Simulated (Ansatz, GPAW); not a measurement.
# Optical response of AlBiS3 (model structure), part 2 of 3

Aim: the dielectric function of AlBiS3 (model structure), and the optical constants that follow from it. The structure is a model built here, which may or may not match a known phase. It was built so: All Fe replaced by Al and O replaced by S in the R-3m structure of FeBiO3. The cell is first relaxed with Ansatz.

GPAW 26.7.0; DFT, RPBE, plane-wave PAW (GPAW data sets), scalar-relativistic, RPA, optical limit.

So far: The structure; Relaxation.

**3. Ground state**

First the ground state: is it a metal or has it a gap?

This step: DFT, RPBE, plane-wave PAW (GPAW data sets), scalar-relativistic, ground state (GPAW 26.7.0).

gs.py

```python
from ase import Atoms
from ase.dft.bandgap import bandgap
from gpaw import GPAW, PW, FermiDirac

atoms = Atoms(['Bi', 'S', 'S', 'S', 'Al'],
              cell=[[3.32895297, 1.92197190, 2.71787799],
                    [-3.32895297, 1.92197190, 2.71787799],
                    [0.00000000, -3.84394379, 2.71787799]],
              scaled_positions=[[1.00000000, 1.00000000, 1.00000000],
                                [0.50000000, 0.50000000, 1.00000000],
                                [0.50000000, 0.00000000, 0.50000000],
                                [0.00000000, 0.50000000, 0.50000000],
                                [0.50000000, 0.50000000, 0.50000000]],
              pbc=[True, True, True])
atoms.calc = GPAW(mode=PW(500), xc='RPBE', kpts={'size': (5, 5, 5), 'gamma': True},
                  occupations=FermiDirac(0.05), maxiter=150, txt='gs.txt')
print('energy (eV)', atoms.get_potential_energy())
print('Fermi level (eV)', atoms.calc.get_fermi_level())
print('valence electrons', atoms.calc.get_number_of_electrons())
print('gap (eV)', bandgap(atoms.calc, output=None)[0])
print('direct gap (eV)', bandgap(atoms.calc, direct=True, output=None)[0])
atoms.calc.write('gs.gpw')
```

Run with:

```console
$ OMP_NUM_THREADS=1 python gs.py
```

Numbers of over 12 decimals in the logs are rounded to 6 here.

The log of the run:

```text
__  _  _
 | _ |_)|_||  |
 |__||  | ||/\| - 26.7.0

Versions:
  Python: 3.12.14
  ASE:    3.29.0
  Numpy:  2.5.5
  Scipy:  1.18.1
  Libxc:  7.0.0

Input parameters:
  mode=PW(ecut=500.0),
  kpts=MonkhorstPack(size=(5, 5, 5), gamma=True),
  maxiter=150,
  occupations=Occupations(name='fermi-dirac', width=0.05, fixmagmom=False),
  xc=XC(name='RPBE')

Diagonalizing LCAO Hamiltonian
Converting LCAO to pw mode

             Bi

           S Al

        S       S

Atoms  # Å, Bohr magnetons
|   | symbol |         x |         y |        z |    initial magnetic moments |
| 0 |     Bi |  0.000000 |  0.000000 | 8.153634 | ( 0.0000,  0.0000,  0.0000) |
| 1 |      S |  0.000000 | -1.921972 | 5.435756 | ( 0.0000,  0.0000,  0.0000) |
| 2 |      S |  1.664476 | -0.960986 | 2.717878 | ( 0.0000,  0.0000,  0.0000) |
| 3 |      S | -1.664476 | -0.960986 | 2.717878 | ( 0.0000,  0.0000,  0.0000) |
| 4 |     Al |  0.000000 |  0.000000 | 4.076817 | ( 0.0000,  0.0000,  0.0000) |

Unit cell  # Å
| periodic |         x |         y |        z |  lengths |    angles |
|      yes |  3.328953 |  1.921972 | 2.717878 | 4.707735 | 90.002821 |
|      yes | -3.328953 |  1.921972 | 2.717878 | 4.707735 | 90.002821 |
|      yes |  0.000000 | -3.843944 | 2.717878 | 4.707735 | 90.002821 |

Number of symmetries: 4
Symmetry operations  # r_c * U_cc + t_c -> r_c
|   | kind |            matrix            |
| 0 |  E   |  1, 0, 0,  0, 1, 0,  0, 0, 1 |
| 1 |  σ   |  0, 1, 0,  1, 0, 0,  0, 0, 1 |
| 2 |  C2  |  0,-1, 0, -1, 0, 0,  0, 0,-1 |
| 3 |  i   | -1, 0, 0,  0,-1, 0,  0, 0,-1 |

BZ-sampling:
  Number of BZ points: 125
  Number of IBZ points: 39

  Monkhorst-Pack size: [5, 5, 5]
  Monkhorst-Pack shift: [0, 0, 0]

K-points  # in reciprocal-cell coordinates
|     |                                coordinates |     weight |
|   0 | (  0.00000000,   0.00000000,   0.00000000) | 0.00800000 |
|   1 | (  0.00000000,   0.00000000,   0.20000000) | 0.01600000 |
|   2 | (  0.00000000,   0.00000000,   0.40000000) | 0.01600000 |
|   3 | (  0.20000000,  -0.20000000,   0.00000000) | 0.01600000 |
|   4 | (  0.20000000,  -0.20000000,   0.20000000) | 0.03200000 |
|   5 | (  0.20000000,  -0.20000000,   0.40000000) | 0.03200000 |
|   6 | (  0.20000000,   0.00000000,  -0.40000000) | 0.03200000 |
|   7 | (  0.20000000,   0.00000000,  -0.20000000) | 0.03200000 |
|   8 | (  0.20000000,   0.00000000,   0.00000000) | 0.03200000 |
|   9 | (  0.20000000,   0.00000000,   0.20000000) | 0.03200000 |
| ... |                                            |            |
|  38 | (  0.40000000,   0.40000000,   0.40000000) | 0.01600000 |

Plane wave coefficients: 2664
Cutoff: 500.0 eV

Spin-components: 1 (collinear spins)
Bands:           25
Projectors:      26
Spin-degeneracy: 2
Datatype:        complex128

Parallelization:
  kpt:    1
  domain: 1
  band:   1

Density:
  Valence electrons: 36.0
  Components: 1
  Grid points: [25 25 25]
  Charge: 0.0  # |e|

Potential:
  Grid points: [25 25 25]

species:
  Bi:
    name:    Bismuth
    id:
    Z:       83.0
    valence: 15
    core:    68
    charge:  0.0  # [|e|]
    compensation charges:
      type: gauss
      rc: 0.38  # [Å]
      lmax: 2
    cutoffs:
      filter: 2.23  # [Å]
      core: 2.33  # [Å]
    projectors
    | kind |    occ | energy [eV] | rcut [Å] |
    |   6s |  2.000 |     -14.318 |    1.286 |
    |   6p |  3.000 |      -4.518 |    1.275 |
    |   5d | 10.000 |     -27.109 |    1.349 |
    |    s |        |      12.893 |    1.286 |
    |    p |        |      22.694 |    1.275 |
    |    d |        |       0.102 |    1.349 |

    Using partial waves for Bi as LCAO basis

  S:
    name:    Sulfur
    id:
    Z:       16.0
    valence: 6
    core:    10
    charge:  0.0  # [|e|]
    compensation charges:
      type: gauss
      rc: 0.24  # [Å]
      lmax: 2
    cutoffs:
      filter: 1.77  # [Å]
      core: 1.66  # [Å]
    projectors
    | kind |    occ | energy [eV] | rcut [Å] |
    |   3s |  2.000 |     -17.247 |    0.974 |
    |   3p |  4.000 |      -6.991 |    0.979 |
    |    s |        |       9.964 |    0.974 |
    |    p |        |      20.220 |    0.979 |
    |    d |        |       0.000 |    0.900 |

    Using partial waves for S as LCAO basis

  Al:
    name:    Aluminium
    id:
    Z:       13.0
    valence: 3
    core:    10
    charge:  0.0  # [|e|]
    compensation charges:
      type: gauss
      rc: 0.34  # [Å]
      lmax: 2
    cutoffs:
      filter: 1.91  # [Å]
      core: 2.36  # [Å]
    projectors
    | kind |    occ | energy [eV] | rcut [Å] |
    |   3s |  2.000 |      -7.732 |    1.085 |
    |   3p |  1.000 |      -2.717 |    1.085 |
    |    s |        |      19.479 |    1.085 |
    |    p |        |      24.495 |    1.085 |
    |    d |        |       0.000 |    1.085 |

    Using partial waves for Al as LCAO basis

Reference energy: -624055.055690  # eV

eigensolver:
  PPCG
  Converge bands: occupied
  niter=2

density mixing:
  MSR1-Mixer
  Pratt-step length: 0.05
  Maximum mixing coefficient: 0.75
  Old densities: 10
  SVD Regularization: 0.005
  Good broyden scale: 1.0
  Trust region scale: 1.0
  Backstep threshold: 4.0
  History deletion threshold: 6.0
  Fourier metric: weight=20.0, sigma=0.015

occupation numbers:
  Fermi-Dirac:
    width: 0.0500  # eV

poisson solver:
  ecut: 4000.0  # eV

xc functional:
  name: RPBE with 2 nearest neighbor stencil

convergence criteria:
- Maximum [total energy] change in last 3 cyles: 0.0005 eV / valence electron
- Maximum integral of absolute [dens]ity change: 0.0001 electrons / valence electron
- Maximum integral of absolute [eigenst]ate change: 4e-08 eV^2 / valence electron
maximum number of iterations: 150

SCF iterations
|iter     |      energy | eigst |  dens |
|iter:   1||  -22.556551 | -0.30 |       |
|iter:   2||  -21.971724 | -2.00 | -0.93 |
|iter:   3||  -20.499607 | -1.33 | -0.98 |
|iter:   4||  -20.328390 | -2.34 | -1.35 |
|iter:   5||  -20.292050 | -2.73 | -1.60 |
|iter:   6||  -20.270398 | -3.58 | -1.85 |
|iter:   7||  -20.269926 | -5.12 | -2.79 |
|iter:   8||  -20.269760c| -5.65 | -3.25 |
|iter:   9||  -20.269808c| -6.90 | -3.85 |
|iter:  10||  -20.269810c| -7.75c| -4.21c|

Converged in 10 steps
SCF loop duration: 30.688 s (3.069 s/step)
Energy contributions relative to reference atoms: (reference = -624055.055690)

Energy contributions:
  Kinetic:          31.677674
  Coulomb:         -28.267356
  Zero:             -1.394687
  External:          0.000000
  Xc:              -22.267655
  Entropy:          -0.035573
  Spinorbit:         0.000000
  ----------------------------
  Free energy:     -20.287596
  Extrapolated:    -20.269810

dipole moment: (-0.000000, 0.000000, -57.805279)  # |e|*Ang

Fermi level: 6.432
Eigenvalues  # (at kpt = [0.000, 0.000, 0.000])
| band index |      eig [eV] | occ [0-2] |
|          0 |       -17.699 |     2.000 |
|        ... |               |           |
|         10 |         0.885 |     2.000 |
|         11 |         0.885 |     2.000 |
|         12 |         4.831 |     2.000 |
|         13 |         4.831 |     2.000 |
|         14 |         4.831 |     2.000 |
|         15 |         5.148 |     2.000 |
|         16 |         5.148 |     2.000 |
|         17 |         5.148 |     2.000 |
|         18 |         6.869 |     0.000 |
|         19 |         9.219 |     0.000 |
|         20 |         9.219 |     0.000 |
|         21 |         9.219 |     0.000 |
|         22 |        11.185 |     0.000 |
|         23 |        11.459 |     0.000 |
|         24 |        11.459 |     0.000 |

No gap
No difference between direct/indirect transitions

--- standard output ---
energy (eV) -20.269810
Fermi level (eV) 6.431686
valence electrons 36.0
gap (eV) 0.0
direct gap (eV) 0.0
```

Wall time 33 s (1 thread of Arm Neoverse V2, shared host); peak memory 0.22 GiB.

Numbers from this step:

```
energy       : -20.27 eV
Fermi energy : 6.432 eV
electrons    : 36
```

There are states at the Fermi level within the smearing, so the occupations stay smeared and the carriers get a Drude term.

**4. Bands for the response**

At the fixed density, many empty bands are solved on the mesh of the response, since the spectrum sums over them.

This step: DFT, RPBE, plane-wave PAW (GPAW data sets), scalar-relativistic, bands at fixed density (GPAW 26.7.0).

nscf.py

```python
from ase.dft.bandgap import bandgap
from gpaw import GPAW, FermiDirac

calc = GPAW('gs.gpw').fixed_density(kpts={'size': (8, 8, 8), 'gamma': True}, nbands=59, convergence={'bands': 53},
                                    occupations=FermiDirac(0.05), txt='nscf.txt')
print('gap (eV)', bandgap(calc, output=None)[0])
print('direct gap (eV)', bandgap(calc, direct=True, output=None)[0])
print('top band over the Fermi level (eV)', min(calc.get_eigenvalues(kpt=k)[52] for k in range(len(calc.get_ibz_k_points()))) - calc.get_fermi_level())
calc.write('full.gpw', mode='all')
```

Run with:

```console
$ OMP_NUM_THREADS=1 python nscf.py
```

The log of the run:

```text
Diagonalizing LCAO Hamiltonian
Converting LCAO to pw mode
convergence criteria:
- Maximum integral of absolute [eigenst]ate change: 4e-08 eV^2 / valence electron
maximum number of iterations: 150

SCF iterations
|iter     |      energy | eigst |  dens |
|iter:   1||             | +3.39 |       |
|iter:   2||             | +2.14 |       |
|iter:   3||             | +1.13 |       |
|iter:   4||             | -0.12 |       |
|iter:   5||             | -1.15 |       |
|iter:   6||             | -2.11 |       |
|iter:   7||             | -2.84 |       |
|iter:   8||             | -3.70 |       |
|iter:   9||             | -4.39 |       |
|iter:  10||             | -5.21 |       |
|iter:  11||             | -5.86 |       |
|iter:  12||             | -6.61 |       |
|iter:  13||             | -7.13 |       |
|iter:  14||             | -7.58c|       |
SCF steps: 14
  __  _  _
 | _ |_)|_||  |
 |__||  | ||/\| - 26.7.0

Versions:
  Python: 3.12.14
  ASE:    3.29.0
  Numpy:  2.5.5
  Scipy:  1.18.1
  Libxc:  7.0.0

Input parameters:
  mode=PW(ecut=500.0),
  convergence={'bands': 53},
  gpts=array([25, 25, 25]),
  kpts=MonkhorstPack(size=(8, 8, 8), gamma=True),
  maxiter=150,
  nbands=59,
  occupations=Occupations(name='fermi-dirac', width=0.05, fixmagmom=False),
  parallel={},
  xc=XC(name='RPBE')

--- standard output ---
gap (eV) 0.0
direct gap (eV) 0.0
top band over the Fermi level (eV) 20.276570
```

Wall time 6.3 min (1 thread); peak memory 0.66 GiB.

[end of part 2 of 3]

[Machine, clock and banner lines and Python warnings are left out of the logs.]

[Logs are printed without paths, hosts, clocks, repeated set-up lines and the standing remarks that a program may print on its own settings, such as how far it seeks lower states.]

[Hosts, paths, dates, database ids (printed as entryN), source tags and the programs' standing remarks are cut or masked in the printed files.]
